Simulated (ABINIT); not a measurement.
# InBiTe3 (Pm-3m): zone-centre phonons, part 2 of 3

Aim: the zone-centre modes of InBiTe3 (Pm-3m).

ABINIT 10.8.3; DFT LDA, scalar-relativistic, plane waves, HGH norm-conserving pseudopotentials.

So far. Step 5 (Relaxing the cell and atoms): The volume changes by -0.1 % in this run and stands -19.4 % from the first cell. The relaxed cell has a = 5.433 Å (conventional setting).

The structure was built from a prototype and need not be the compound's stable phase.

## (7) Linear response at Γ

At q = 0 one unit cell holds all displacements. The response is solved for single atoms along the cell's directions, and symmetry skips those that follow from others. The crystal is treated as a metal, which screens a static field, so no field response is asked.

Contents of dfpt_gamma.abi:

```

# common to the responses
getwfk_filepath "gso_WFK"
kptopt 2
nqpt 1
qpt 0.0 0.0 0.0
asr 0
chneut 0

# displacements
rfphon 1
rfatpol 1 5
rfdir 1 1 1
tolvrs 1.0d-10
prtwf 0

# basis, mesh and filling
ecut 20.0
ixc 7
ngkpt 4 4 4
nshiftk 1
shiftk 0.0 0.0 0.0
istwfk *1
occopt 6
tsmear 0.01
nband 20
nstep 100
diemac 1000000.0
prtebands 0
prtgsr 0

# cell and atoms
acell 3*1.0 Angstrom
rprim 
    5.433245725 0.0 0.0
    0.0 5.433245725 0.0
    0.0 0.0 5.433245725
ntypat 3
znucl 83 49 52
natom 5
typat 1 2 3 3 3
xred 
    0.0 0.0 0.0
    0.5 0.5 0.5
    0.5 0.5 0.0
    0.5 0.0 0.5
    0.0 0.5 0.5
pp_dirpath "./pseudo"
pseudos "Bi.hgh, In.hgh, Te.hgh"
```

Command:

```console
$ OMP_NUM_THREADS=1 mpirun -n 4 abinit dfpt_gamma.abi > dfpt_gamma.log
```

Numbers of over 12 decimals in the logs are rounded to 6 here.

dfpt_gamma.abo, the main output file:

```text
[banners, grids, parts of the stress and lines that vanish by symmetry left out]
- input  file    -> dfpt_gamma.abi
- output file    -> dfpt_gamma.abo
- root for input  files -> dfpt_gammai
- root for output files -> dfpt_gammao

 Symmetries : space group Pm -3 m (#221); Bravais cP (primitive cubic)
================================================================================
 Values of the parameters that define the memory need of the present run (RF).
     intxc =       0      iscf =       7    lmnmax =       6     lnmax =       6
     mgfft =      45  mpssoang =       3    mqgrid =    3001     natom =       5
  nloc_mem =       1    nspden =       1   nspinor =       1    nsppol =       1
      nsym =      48    n1xccc =       0    ntypat =       3    occopt =       6
   xclevel =       1
-    mband =          20        mffmem =           1         mkmem =           9
-   mkqmem =           9        mk1mem =           9           mpw =        4680
      nfft =       91125          nkpt =          36
- my_mband =          20
================================================================================
================================================================================

--------------------------------------------------------------------------------
------------- Echo of variables that govern the present computation ------------
--------------------------------------------------------------------------------
-
- outvars: echo of selected default values
-   iomode0 =  0 , fftalg0 =312 , wfoptalg0 =  0
-
- outvars: echo of global parameters not present in the input file
-  max_nthreads =    1
-
 -outvars: echo values of preprocessed input variables
 [... echo left out ...]
================================================================================

 chkinp: Checking input parameters for consistency.

[...]
== DATASET  1 ==================================================================
-   mpi_nproc: 4, omp_nthreads: 1 (-1 if OMP is not activated)

--- !DatasetInfo
iteration_state: {dtset: 1, }
dimensions: {natom: 5, nkpt: 36, mband: 20, nsppol: 1, nspinor: 1, nspden: 1, mpw: 4680, }
cutoff_energies: {ecut:  20.0, pawecutdg:  -1.0, }
electrons: {nelect:   2.60000000E+01, charge:   0.00000000E+00, occopt:   6.00000000E+00, tsmear:   1.00000000E-02, }
meta: {optdriver: 1, rfphon: 1, }
...

 mkfilename: getwfk from: gso_WFK

 Exchange-correlation functional for the present dataset will be:
  LDA: Perdew-Wang 92 LSD fit to Ceperley-Alder data - ixc=7
 Citation for XC functional:
  J.P.Perdew and Y.Wang, PRB 45, 13244 (1992)

 Real(R)+Recip(G) space primitive vectors, cartesian coordinates (Bohr,Bohr^-1):
 R(1)= 10.2673464  0.0000000  0.0000000  G(1)=  0.0973961  0.0000000  0.0000000
 R(2)=  0.0000000 10.2673464  0.0000000  G(2)=  0.0000000  0.0973961  0.0000000
 R(3)=  0.0000000  0.0000000 10.2673464  G(3)=  0.0000000  0.0000000  0.0973961
 Unit cell volume ucvol=  1.0823672E+03 bohr^3
 Angles (23,13,12)=  9.00000000E+01  9.00000000E+01  9.00000000E+01 degrees
 setup1 : take into account q-point for computing boxcut.

 getcut: wavevector=  0.0000  0.0000  0.0000  ngfft=  45  45  45
         ecut(hartree)=     20.000   => boxcut(ratio)=   2.12870

--- Pseudopotential description ------------------------------------------------
- pspini: atom type   1  psp file is ./pseudo/Bi.hgh

- pspini: atom type   2  psp file is ./pseudo/In.hgh

- pspini: atom type   3  psp file is ./pseudo/Te.hgh

   4.51789466E+03                                ecore*ucvol(ha*bohr**3)
--------------------------------------------------------------------------------

 ==>  initialize data related to q vector <==

 The list of irreducible perturbations for this q vector is:
    1)    idir= 1    ipert=   1
    2)    idir= 1    ipert=   2
    3)    idir= 1    ipert=   3
    4)    idir= 3    ipert=   3

[...]
The perturbation idir=   2  ipert=   1 is
 symmetric of a previously calculated perturbation.
 So, its SCF calculation is not needed.

 The perturbation idir=   3  ipert=   1 is
 symmetric of a previously calculated perturbation.
 So, its SCF calculation is not needed.

 The perturbation idir=   2  ipert=   2 is
 symmetric of a previously calculated perturbation.
 So, its SCF calculation is not needed.

 The perturbation idir=   3  ipert=   2 is
 symmetric of a previously calculated perturbation.
 So, its SCF calculation is not needed.

[...]
The perturbation idir=   2  ipert=   5 is
 symmetric of a previously calculated perturbation.
 So, its SCF calculation is not needed.

 The perturbation idir=   3  ipert=   5 is
 symmetric of a previously calculated perturbation.
 So, its SCF calculation is not needed.

--------------------------------------------------------------------------------
 Perturbation wavevector (in red.coord.)   0.000000  0.000000  0.000000
 Perturbation : displacement of atom   1   along direction   1
 Found     8 symmetries that leave the perturbation invariant.

[...]
dfpt_looppert : total number of electrons, from k and k+q
  fully or partially occupied states are    2.600000E+01 and    2.600000E+01.
 Initialisation of the first-order wave-functions :
  ireadwf=   0

--- !BeginCycle
iteration_state: {dtset: 1, }
solver: {iscf: 7, nstep: 100, nline: 4, wfoptalg: 0, }
tolerances: {tolvrs: 1.00E-10, }
...

     iter   2DEtotal(Ha)        deltaE(Ha) residm    vres2
-ETOT  1   86.934503766127     -1.088E+02 8.597E-01 3.216E+05
 ETOT  2 -0.618208     -8.755E+01 3.537E-02 9.398E+03
 ETOT  3  -3.067213     -2.449E+00 1.181E-02 4.226E+02
 ETOT  4  -3.170999     -1.038E-01 1.056E-03 1.670E+00
 ETOT  5  -3.171452     -4.526E-04 1.191E-04 1.402E-02
[...]
At SCF step   11       vres2   =  3.27E-11 < tolvrs=  1.00E-10 =>converged.
[...]
Mean square residual over all n,k,spin=   16.722E-13; max=  26.355E-11

 Thirteen components of 2nd-order total energy (hartree) are
 1,2,3: 0th-order hamiltonian combined with 1st-order wavefunctions
     kin0=   1.62254370E+02 eigvalue=   1.38797603E+01  local=  -4.18700067E+01
 4,5,6: 1st-order hamiltonian combined with 1st and 0th-order wfs
 loc psp =  -2.37585656E+02  Hartree=   4.49567534E+01     xc=  -1.96665048E+01
 note that "loc psp" includes a xc core correction that could be resolved
 7,8,9: eventually, occupation + non-local contributions
    edocc=   1.66667810E+01     enl0=   2.27255544E+01   enl1=  -1.60307758E+02
 1-9 gives the relaxation energy (to be shifted if some occ is /=2.0)
   erelax=  -1.98946707E+02
 10,11,12 Non-relaxation  contributions : frozen-wavefunctions and Ewald
 fr.local=   7.40678268E+01 fr.nonlo=   7.88703592E+01  Ewald=   4.28370637E+01
 13,14 Frozen wf xc core corrections (1) and (2)
 frxc 1  =   0.00000000E+00  frxc 2 =   0.00000000E+00
 Resulting in :
 2DEtotal=   -0.3171456925E+01 Ha. Also 2DEtotal=   -0.862997393597E+02 eV
    (2DErelax=   -1.9894670661E+02 Ha. 2DEnonrelax=    1.9577524968E+02 Ha)
    (  non-var. 2DEtotal :   -3.1714571786E+00 Ha)

[...]
Perturbation wavevector (in red.coord.)   0.000000  0.000000  0.000000
 Perturbation : displacement of atom   2   along direction   1
 Found     8 symmetries that leave the perturbation invariant.

[...]
dfpt_looppert : total number of electrons, from k and k+q
  fully or partially occupied states are    2.600000E+01 and    2.600000E+01.
 Initialisation of the first-order wave-functions :
  ireadwf=   0

--- !BeginCycle
iteration_state: {dtset: 1, }
solver: {iscf: 7, nstep: 100, nline: 4, wfoptalg: 0, }
tolerances: {tolvrs: 1.00E-10, }
...

     iter   2DEtotal(Ha)        deltaE(Ha) residm    vres2
-ETOT  1   50.625326128210     -1.932E+01 2.405E-01 1.468E+05
[...]
At SCF step   11       vres2   =  1.07E-11 < tolvrs=  1.00E-10 =>converged.
[...]
Mean square residual over all n,k,spin=   18.795E-13; max=  40.784E-11

 Thirteen components of 2nd-order total energy (hartree) are
 1,2,3: 0th-order hamiltonian combined with 1st-order wavefunctions
     kin0=   5.48863961E+01 eigvalue=   4.48276619E+00  local=  -1.86901868E+01
 4,5,6: 1st-order hamiltonian combined with 1st and 0th-order wfs
 loc psp =  -5.49366618E+01  Hartree=   1.48072661E+01     xc=  -5.64120171E+00
 note that "loc psp" includes a xc core correction that could be resolved
 7,8,9: eventually, occupation + non-local contributions
    edocc=   5.22633118E+00     enl0=   8.83887919E+00   enl1=  -7.28838384E+01
 1-9 gives the relaxation energy (to be shifted if some occ is /=2.0)
   erelax=  -6.39102500E+01
 10,11,12 Non-relaxation  contributions : frozen-wavefunctions and Ewald
 fr.local=   3.75450313E-01 fr.nonlo=   4.14222249E+01  Ewald=   2.81500704E+01
 13,14 Frozen wf xc core corrections (1) and (2)
 frxc 1  =   0.00000000E+00  frxc 2 =   0.00000000E+00
 Resulting in :
 2DEtotal=    0.6037495628E+01 Ha. Also 2DEtotal=    0.164288625493E+03 eV
    (2DErelax=   -6.3910250020E+01 Ha. 2DEnonrelax=    6.9947745648E+01 Ha)
    (  non-var. 2DEtotal :    6.0374955407E+00 Ha)

[...]
Perturbation wavevector (in red.coord.)   0.000000  0.000000  0.000000
 Perturbation : displacement of atom   3   along direction   1
 Found     4 symmetries that leave the perturbation invariant.

[...]
dfpt_looppert : total number of electrons, from k and k+q
  fully or partially occupied states are    2.600000E+01 and    2.600000E+01.
 Initialisation of the first-order wave-functions :
  ireadwf=   0

--- !BeginCycle
iteration_state: {dtset: 1, }
solver: {iscf: 7, nstep: 100, nline: 4, wfoptalg: 0, }
tolerances: {tolvrs: 1.00E-10, }
...

     iter   2DEtotal(Ha)        deltaE(Ha) residm    vres2
-ETOT  1   219.55415670093     -1.711E+02 1.319E+00 7.275E+05
[...]
At SCF step   11       vres2   =  8.01E-11 < tolvrs=  1.00E-10 =>converged.
[...]
Mean square residual over all n,k,spin=   36.021E-12; max=  64.125E-10

 Thirteen components of 2nd-order total energy (hartree) are
 1,2,3: 0th-order hamiltonian combined with 1st-order wavefunctions
     kin0=   3.26189609E+02 eigvalue=   1.94854142E+01  local=  -8.58312718E+01
 4,5,6: 1st-order hamiltonian combined with 1st and 0th-order wfs
 loc psp =  -4.80810178E+02  Hartree=   9.61497666E+01     xc=  -3.67592934E+01
 note that "loc psp" includes a xc core correction that could be resolved
 7,8,9: eventually, occupation + non-local contributions
    edocc=   1.66711832E+01     enl0=   5.69016226E+01   enl1=  -3.04803883E+02
 1-9 gives the relaxation energy (to be shifted if some occ is /=2.0)
   erelax=  -3.92807031E+02
 10,11,12 Non-relaxation  contributions : frozen-wavefunctions and Ewald
 fr.local=   2.17650355E+02 fr.nonlo=   1.52942067E+02  Ewald=   2.00551589E+01
 13,14 Frozen wf xc core corrections (1) and (2)
 frxc 1  =   0.00000000E+00  frxc 2 =   0.00000000E+00
 Resulting in :
 2DEtotal=   -0.2159449701E+01 Ha. Also 2DEtotal=   -0.587616198945E+02 eV
    (2DErelax=   -3.9280703054E+02 Ha. 2DEnonrelax=    3.9064758084E+02 Ha)
    (  non-var. 2DEtotal :   -2.1594497966E+00 Ha)

[...]
Perturbation wavevector (in red.coord.)   0.000000  0.000000  0.000000
 Perturbation : displacement of atom   3   along direction   3
 Found     8 symmetries that leave the perturbation invariant.

--------------------------------------------------------------------------------

--------------------------------------------------------------------------------

 dfpt_looppert : total number of electrons, from k and k+q
  fully or partially occupied states are    2.600000E+01 and    2.600000E+01.
 Initialisation of the first-order wave-functions :
  ireadwf=   0

--- !BeginCycle
iteration_state: {dtset: 1, }
solver: {iscf: 7, nstep: 100, nline: 4, wfoptalg: 0, }
tolerances: {tolvrs: 1.00E-10, }
...

     iter   2DEtotal(Ha)        deltaE(Ha) residm    vres2
-ETOT  1   283.11342033436     -1.277E+02 2.290E+00 8.650E+05
[...]
ETOT 10   11.794368994131     -7.644E-10 2.903E-08 2.289E-09
 ETOT 11   11.794368994143      1.234E-11 5.653E-09 4.932E-11

 At SCF step   11       vres2   =  4.93E-11 < tolvrs=  1.00E-10 =>converged.
[...]
Mean square residual over all n,k,spin=   27.103E-12; max=  56.528E-10

 Thirteen components of 2nd-order total energy (hartree) are
 1,2,3: 0th-order hamiltonian combined with 1st-order wavefunctions
     kin0=   3.17351262E+02 eigvalue=   2.08445058E+01  local=  -8.24568891E+01
 4,5,6: 1st-order hamiltonian combined with 1st and 0th-order wfs
 loc psp =  -4.87279618E+02  Hartree=   1.01446202E+02     xc=  -3.63705739E+01
 note that "loc psp" includes a xc core correction that could be resolved
 7,8,9: eventually, occupation + non-local contributions
    edocc=   2.44314575E+01     enl0=   5.37423829E+01   enl1=  -3.10697076E+02
 1-9 gives the relaxation energy (to be shifted if some occ is /=2.0)
   erelax=  -3.98988347E+02
 10,11,12 Non-relaxation  contributions : frozen-wavefunctions and Ewald
 fr.local=   1.49671757E+02 fr.nonlo=   1.54351344E+02  Ewald=   1.06759615E+02
 13,14 Frozen wf xc core corrections (1) and (2)
 frxc 1  =   0.00000000E+00  frxc 2 =   0.00000000E+00
 Resulting in :
 2DEtotal=    0.1179436899E+02 Ha. Also 2DEtotal=    0.320941130227E+03 eV
    (2DErelax=   -3.9898834691E+02 Ha. 2DEnonrelax=    4.1078271590E+02 Ha)
    (  non-var. 2DEtotal :    1.1794368594E+01 Ha)

[...]
---- first-order wavefunction calculations are completed ----

 ==> Compute Derivative Database <==

 [... matrices left out ...]
  Phonon wavevector (reduced coordinates) :  0.00000  0.00000  0.00000
 Phonon energies in Hartree :
  -4.022594E-04 -4.022594E-04 -4.022594E-04 -3.200978E-04 -3.200978E-04
  -3.200978E-04 -1.839736E-04 -1.839736E-04 -1.839736E-04 -1.297085E-05
  -1.297085E-05 -1.297085E-05  8.932043E-04  8.932043E-04  8.932043E-04
 Phonon frequencies in cm-1    :
- -8.828572E+01 -8.828572E+01 -8.828572E+01 -7.025334E+01 -7.025334E+01
- -7.025334E+01 -4.037753E+01 -4.037753E+01 -4.037753E+01 -2.846772E+00
- -2.846772E+00 -2.846772E+00  1.960357E+02  1.960357E+02  1.960357E+02

== END DATASET(S) ==============================================================
================================================================================

 -outvars: echo values of variables after computation
            acell      1.8897261259E+00  1.8897261259E+00  1.8897261259E+00 Bohr
           etotal      1.1794368994E+01
            fcart      0.0000000000E+00  0.0000000000E+00  0.0000000000E+00
           strten      0.0000000000E+00  0.0000000000E+00  0.0000000000E+00
================================================================================
```

The job ended after 80 s (4 MPI ranks of Arm Neoverse V2, shared host).

This step gave:

```
largest acoustic frequency at the zone centre before the sum rule : -2.85 cm⁻¹
highest optical zone-centre mode (no LO-TO term)                  : 196.0 cm⁻¹
lowest optical zone-centre mode                                   : -88.29 cm⁻¹
```

The acoustic modes at Γ come out as far as 2.9 cm⁻¹ from zero, where they should vanish, a small numerical error. The lowest optical mode is imaginary, 88i cm⁻¹, an instability at this level and on this k mesh.

(Part 2 of 3 ends here.)

[Host names and launcher messages were left out of these logs when they were recorded.]

[Logs are printed without paths, hosts, clocks, repeated set-up lines and the standing remarks that a program may print on its own settings, such as how far it seeks lower states.]

[Hosts, paths, dates, database ids (printed as entryN), source tags and the programs' standing remarks are cut or masked in the printed files.]
